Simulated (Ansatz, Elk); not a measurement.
## How far do independent atoms describe LiCd2?

The structure of LiCd2 used here is made up (a known structure type with other elements) and was relaxed beforehand with PBE. The aim is the Fourier transform of its all-electron density, F(hkl), set beside the sum over free spherical atoms that refinements use.

Program: Elk 11.2.3 (patched build). Level of theory: DFT, PBE, all-electron APW+lo, Dirac cores, scalar-relativistic bands, static density, no spin. Results are calculated unless marked as measured.

The structure was built from a prototype and need not be the compound's stable phase.

### Step 1. The structure

It takes space group Fd-3m (No. 227, cubic). Conventional cell: a = 8.194 Å, b = 8.194 Å, c = 8.194 Å, α = 90.00°, β = 90.00°, γ = 90.00°. Nearest to Cd lie 6 Cd at 2.90 Å and 6 Li at 3.40 Å. Li has 12 Cd at 3.40 Å nearest. Farther neighbours are not listed.

### Step 2. Ground state and structure factors

An all-electron density is needed, since X-rays see the cores too. Task 0 finds the density and task 195 Fourier-transforms it; tshift is off so that phases refer to the origin typed.

The input, elk.in:

```
tasks
  0
  195

xctype
  20

spinpol
  .false.

rgkmax
  7.0

gmaxvr
  14.0

lmaxo
  7

lmaxapw
  8

swidth
  0.002

tshift
  .false.

ramdisk
  .false.

hmaxvr
  5.5

maxscl
  120

epspot
  1e-06

sppath
  './'

avec
  0.00000000000 7.74182487291 7.74182487291
  7.74182487291 -0.00000000000 7.74182487291
  7.74182487291 7.74182487291 -0.00000000000

atoms
  2
  'Cd.in'
  4
  0.6250000000 0.1250000000 0.6250000000   0.000000 0.000000 0.000000
  0.6250000000 0.6250000000 0.1250000000   0.000000 0.000000 0.000000
  0.1250000000 0.6250000000 0.6250000000   0.000000 0.000000 0.000000
  0.6250000000 0.6250000000 0.6250000000   0.000000 0.000000 0.000000
  'Li.in'
  2
  0.2500000000 0.2500000000 0.2500000000   0.000000 0.000000 0.000000
  -0.0000000000 -0.0000000000 0.0000000000   0.000000 0.000000 0.000000

ngridk
  5 5 5
```

Command:

```bash
$ OMP_NUM_THREADS=4 elk
```

Numbers of over 12 decimals in the logs are rounded to 6 here.

The log of the run:

```text
┌─────────────────────────┐
│ Elk code version 11.2.3 │
└─────────────────────────┘

All units are atomic (Hartree, Bohr, etc.)

┌─────────────────────────────────────────────────┐
│ Ground-state run starting from atomic densities │
└─────────────────────────────────────────────────┘

Lattice vectors :
   0.000000000       7.741824873       7.741824873
   7.741824873      -0.000000000       7.741824873
   7.741824873       7.741824873      -0.000000000

Reciprocal lattice vectors :
 -0.4057948488      0.4057948488      0.4057948488
  0.4057948488     -0.4057948488      0.4057948488
  0.4057948488      0.4057948488     -0.4057948488

Unit cell volume      :    928.0257452
Brillouin zone volume :   0.2672880733

Muffin-tin inner radius fraction :   0.1000000000E-01

Nuclei treated as point charges

Species : 1 (Cd)
 parameters loaded from : Cd.in
 name : cadmium
 nuclear charge    :   -48.00000000
 electronic charge :    48.00000000
 atomic mass :    204912.7176
 muffin-tin radius :    2.600000000
 number of radial points in muffin-tin :   1193
 inner part over the whole radius :   0.9972693929E-02
 number on inner part of muffin-tin    :    850
 approximate nuclear radius :   0.8708852602E-04
 number of mesh points to nuclear radius :    426
 atomic positions (lattice), magnetic fields (Cartesian) :
  1 :  -0.37500000  0.12500000 -0.37500000    0.00000000  0.00000000  0.00000000
  2 :  -0.37500000 -0.37500000  0.12500000    0.00000000  0.00000000  0.00000000
  3 :   0.12500000 -0.37500000 -0.37500000    0.00000000  0.00000000  0.00000000
  4 :  -0.37500000 -0.37500000 -0.37500000    0.00000000  0.00000000  0.00000000

Species : 2 (Li)
 parameters loaded from : Li.in
 name : lithium
 nuclear charge    :   -3.000000000
 electronic charge :    3.000000000
 atomic mass :    12652.66898
 muffin-tin radius :    1.800000000
 number of radial points in muffin-tin :    593
 inner part over the whole radius :   0.9806707936E-02
 number on inner part of muffin-tin    :    401
 approximate nuclear radius :   0.4000070961E-04
 number of mesh points to nuclear radius :    148
 atomic positions (lattice), magnetic fields (Cartesian) :
  1 :   0.25000000  0.25000000  0.25000000    0.00000000  0.00000000  0.00000000
  2 :   0.00000000  0.00000000  0.00000000    0.00000000  0.00000000  0.00000000

Total number of atoms per unit cell :    6
Total muffin-tin volume :    343.3467555
 ratio of muffin-tin to unit cell volume :   0.3699754638

Spin treatment :
 spin-unpolarised

Number of Bravais lattice symmetries :   48
Number of crystal symmetries         :   48
Crystal has no inversion symmetry
Complex Hermitian eigensolver will be used

k-point grid :      5     5     5
k-point offset :    0.000000000       0.000000000       0.000000000
k-point set is reduced with full crystal symmetry group
Total number of k-points :       10

Muffin-tin radius times maximum |G+k| :    7.000000000
 using average radius
Maximum |G+k| for APW functions       :    3.000000000
Maximum (1/2)|G+k|²                   :    4.500000000
Maximum |G| for potential and density :    14.00000000
Constant for pseudocharge density :    9
 order of it for each species :   16  16
 order of it for pair densities of each species (exact exchange by exxq0 0: 17) :   12   4
Radial integration step length :    1

G-vector grid sizes :     49    49    49
Number of G-vectors :    43143

Maximum angular momentum used for
 APW functions            :    8
 outer part of muffin-tin :    7
 inner part of muffin-tin :    2

Total nuclear charge    :   -198.0000000
Total core charge       :    120.0000000
Total valence charge    :    78.00000000
Total excess charge     :    0.000000000
Total electronic charge :    198.0000000

Effective Wigner radius, rₛ :    1.038170638

Number of empty states         :     24
Total number of valence states :     64
Total number of core states    :    120

Third-order local-orbitals added for an l without core states : T
Total number of local-orbitals :     86

[...]
Estimated direct band gap   :   0.3439908309E-01
 at k-point 4

Charges :
 core                        :    120.0000000
 valence                     :    78.00000000
 interstitial                :    7.458928851
 muffin-tins (core leakage)
  species : 1 (Cd)
   atom 1                    :    46.59061962     (  0.2534551650E-03)
   atom 2                    :    46.59061962     (  0.2534551650E-03)
[...]
species : 2 (Li)
   atom 1                    :    2.089296335     (   0.000000000    )
   atom 2                    :    2.089296335     (   0.000000000    )
 total in muffin-tins        :    190.5410711
 total calculated charge     :    197.9985356
 total charge                :    198.0000000
 error                       :   0.1464414841E-02

RMS change in Kohn-Sham potential (target) :    6.997580347     (  0.1000000000E-05)
Absolute change in total energy (target)   :    3.770976813     (  0.1000000000E-03)

[... loops 3 to 13 left out ...]

┌──────────────────┐
│ Loop number : 14 │
└──────────────────┘

Energies :
 Fermi                       :     0.143438
 sum of occupied eigenvalues :     -13461.437704902
 electron kinetic            :      23483.439159359
 core electron kinetic       :      22726.643845833
 Coulomb                     :     -45259.868165156
 Coulomb potential           :     -36132.493909113
 nuclear-nuclear             :     -1949.7292860751
 electron-nuclear            :     -50532.129707068
 Hartree                     :      7221.9908279872
 Madelung                    :     -27193.621210599
 xc potential                :     -812.38295514833
 exchange                    :     -612.26704957903
 correlation                 :     -10.454149037184
 electron entropic           :    -0.50392406824470E-03
 total energy                :     -22399.150708337

Density of states at Fermi energy :    34.34212921
 (states/Hartree/unit cell)

Estimated indirect band gap :   0.8049395010E-02
 from k-point 3 to k-point 4
Estimated direct band gap   :   0.3443117897E-01
 at k-point 4

Charges :
 core                        :    120.0000000
 valence                     :    78.00000000
 interstitial                :    7.095469217
 muffin-tins (core leakage)
  species : 1 (Cd)
[...]
species : 2 (Li)
   atom 1                    :    2.076748088     (   0.000000000    )
   atom 2                    :    2.076748088     (   0.000000000    )
 total in muffin-tins        :    190.9045308
 total calculated charge     :    197.9986036
 total charge                :    198.0000000
 error                       :   0.1396438092E-02

RMS change in Kohn-Sham potential (target) :   0.8465243089E-06 (  0.1000000000E-05)
Absolute change in total energy (target)   :   0.8868585792E-04 (  0.1000000000E-03)

Convergence targets achieved

┌──────────────────┐
│ Loop number : 15 │
└──────────────────┘

Energies :
 Fermi                       :     0.143438
 sum of occupied eigenvalues :     -13461.437697993
 electron kinetic            :      23483.439153853
 core electron kinetic       :      22726.643837389
 Coulomb                     :     -45259.868156953
 Coulomb potential           :     -36132.493900334
 nuclear-nuclear             :     -1949.7292860751
 electron-nuclear            :     -50532.129699402
 Hartree                     :      7221.9908285241
 Madelung                    :     -27193.621206786
 xc potential                :     -812.38295151189
 exchange                    :     -612.26704952426
 correlation                 :     -10.454149037680
 electron entropic           :    -0.50392400118181E-03
 total energy                :     -22399.150705586

Density of states at Fermi energy :    34.34212326
 (states/Hartree/unit cell)

Estimated indirect band gap :   0.8049395457E-02
 from k-point 3 to k-point 4
Estimated direct band gap   :   0.3443117837E-01
 at k-point 4

Charges :
 core                        :    120.0000000
 valence                     :    78.00000000
 interstitial                :    7.095469117
 muffin-tins (core leakage)
  species : 1 (Cd)
[...]
atom 2                    :    46.68775868     (  0.2413240164E-03)
   atom 3                    :    46.68775868     (  0.2413240164E-03)
   atom 4                    :    46.68775868     (  0.2413240164E-03)
  species : 2 (Li)
   atom 1                    :    2.076748088     (   0.000000000    )
   atom 2                    :    2.076748088     (   0.000000000    )
 total in muffin-tins        :    190.9045309
 total calculated charge     :    197.9986036
 total charge                :    198.0000000
 error                       :   0.1396438094E-02

┌──────────────────────────────┐
│ Self-consistent loop stopped │
└──────────────────────────────┘

Warning : core states of species 1 leak from the muffin-tin :   0.2413240164E-03

Wrote STATE.OUT
```

The job ended after 30 s (4 threads of Arm Neoverse V2, shared host; peak memory 0.24 GiB; 69 s of CPU time).

SFACRHO.OUT:

```text

h k l indices transformed by vhmat matrix:
   1.000000000       0.000000000       0.000000000    
   0.000000000       1.000000000       0.000000000    
   0.000000000       0.000000000       1.000000000    

      h      k      l  multipl.   |H|            Re(F)            Im(F)           |F|

      0      0      0      1   0.0000000       198.00000      0.20617192E-15   198.00000    
      0      1      0      4  0.70285730      -60.671758      -60.671758       85.802822    
      0     -1      0      4  0.70285730      -60.671758       60.671758       85.802822    
      1      0      1      6  0.81158970     -0.80493402E-15  0.24469438E-15  0.84130501E-15
     -2     -1     -1     12   1.1477612       3.6336791     -0.17328644E-13   3.6336791    
      1      0      2     12   1.3458693       56.348484      -56.348484       79.688790    
     -2     -1      0     12   1.3458693       56.348484       56.348484       79.688790    
      0     -2      0      4   1.4057146     -0.19519650E-13  -152.38393       152.38393    
      0      0      2      4   1.4057146     -0.27770224E-13   152.38393       152.38393    
      0     -2     -2      6   1.6231794      -141.64592      0.52164638E-13   141.64592    
      2     -1      0     12   1.7688187      -47.933393      -47.933393       67.788055    
      0      1     -2     12   1.7688187      -47.933393       47.933393       67.788055    
     -2     -1      1     24   1.8147697      0.10061675E-14 -0.15502418E-15  0.10180401E-14
      1      1     -2     12   1.9879806       2.9944770      0.15209809E-13   2.9944770    
      3      0      1     12   1.9879806       2.9944770     -0.53951066E-14   2.9944770    
      3      0      0      4   2.1085719       47.202683      -47.202683       66.754674    
     -3     -2      0     12   2.1085719       47.186227      -47.186227       66.731402    
     -3     -3     -1     12   2.1085719       47.186227       47.186227       66.731402
```

Elk indexes on the primitive cell of elk.in and gives |H| = 4π sin θ/λ in inverse bohr. Below, one row stands for each form hkl of the conventional cell (m members, Friedel mates merged), F is for one primitive cell and the density is static (no thermal factor). Free-atom factors are Waasmaier and Kirfel's, and R is Σm||F|−|F'||/Σm|F|.

| hkl | m | sin θ/λ (Å⁻¹) | abs F, DFT | neutral atoms | diff. | abs of complex diff. |
| --- | --- | --- | --- | --- | --- | --- |
| 111 | 8 | 0.106 | 85.803 | 85.905 | -0.102 | 0.102 |
| 200 | 6 | 0.122 | 0.000 | 0.000 | +0.000 | 0.000 |
| 220 | 12 | 0.173 | 3.634 | 3.639 | -0.005 | 0.005 |
| 311 | 24 | 0.202 | 79.689 | 80.031 | -0.342 | 0.342 |
| 222 | 8 | 0.211 | 152.384 | 153.014 | -0.630 | 0.630 |
| 400 | 6 | 0.244 | 141.646 | 142.091 | -0.445 | 0.445 |
| 331 | 24 | 0.266 | 67.788 | 67.952 | -0.164 | 0.164 |
| 420 | 24 | 0.273 | 0.000 | 0.000 | +0.000 | 0.000 |
| 422 | 24 | 0.299 | 2.994 | 3.029 | -0.035 | 0.035 |
| 333 | 8 | 0.317 | 66.755 | 66.802 | -0.048 | 0.048 |
| 511 | 24 | 0.317 | 66.731 | 66.802 | -0.071 | 0.071 |
| 440 | 12 | 0.345 | 126.628 | 126.651 | -0.023 | 0.023 |
| 531 | 48 | 0.361 | 58.534 | 58.487 | +0.046 | 0.046 |
| 442 | 24 | 0.366 | 0.032 | 0.000 | +0.032 | 0.032 |
| 600 | 6 | 0.366 | 0.000 | 0.000 | +0.000 | 0.000 |
| 620 | 24 | 0.386 | 2.607 | 2.609 | -0.002 | 0.002 |
| 533 | 24 | 0.400 | 58.789 | 58.728 | +0.061 | 0.061 |
| 622 | 24 | 0.405 | 113.215 | 113.084 | +0.131 | 0.131 |
| 444 | 8 | 0.423 | 107.906 | 107.709 | +0.197 | 0.197 |
| 551 | 24 | 0.436 | 52.470 | 52.376 | +0.095 | 0.095 |
| 711 | 24 | 0.436 | 52.494 | 52.376 | +0.119 | 0.119 |
| 640 | 24 | 0.440 | 0.000 | 0.000 | +0.000 | 0.000 |

### Step 3. The highest occupied states alone

An energy window below the Fermi level keeps the highest occupied states, to see at which angles they scatter; shallow core shells can lie inside it and anion s states outside. No new self-consistency is needed.

elk.in, as its differences from that of step 2:

```diff
@@ -1,3 +1,2 @@
 tasks
-  0
   195
@@ -40,2 +39,5 @@
 
+wsfac
+  -0.407800 0.443440
+
 sppath
```

Command:

```bash
$ OMP_NUM_THREADS=4 elk
```

The log of the run:

```text
┌─────────────────────────────────┐
│ Elk code version 11.2.3 started │
└─────────────────────────────────┘

Info(readinput): the functional depends on the density's gradient
 muffin-tin radial points multiplied by    2.00000
 (not where nrmtscf is given)

┌────────────────────┐
│ Current task : 195 │
└────────────────────┘

Info(sfacrho): density structure factors written to SFACRHO.OUT

 Energy window :  -0.4078000000      0.4434400000

┌──────────────────┐
│ Elk code stopped │
└──────────────────┘
```

Elapsed: 12 s, on 4 threads; peak memory 0.18 GiB; 13 s of CPU time.

States within 15 eV below the Fermi level hold 50.00 electrons; any levels below the window count with the cores. Their amplitudes can exceed the total, where window and core parts have opposite phase:

| hkl | sin θ/λ (Å⁻¹) | abs F, window | abs F, all |
| --- | --- | --- | --- |
| 111 | 0.106 | 18.241 | 85.803 |
| 200 | 0.122 | 0.000 | 0.000 |
| 220 | 0.173 | 0.010 | 3.634 |
| 311 | 0.202 | 11.033 | 79.689 |
| 222 | 0.211 | 20.952 | 152.384 |
| 400 | 0.244 | 17.092 | 141.646 |
| 331 | 0.266 | 7.374 | 67.788 |
| 420 | 0.273 | 0.000 | 0.000 |
| 422 | 0.299 | 0.029 | 2.994 |
| 333 | 0.317 | 5.045 | 66.755 |

(Part 1 of 2 ends here.)

[Logs are printed without paths, hosts, clocks, repeated set-up lines and the standing remarks that a program may print on its own settings, such as how far it seeks lower states.]

[Hosts, paths, dates, database ids (printed as entryN), source tags and the programs' standing remarks are cut or masked in the printed files.]
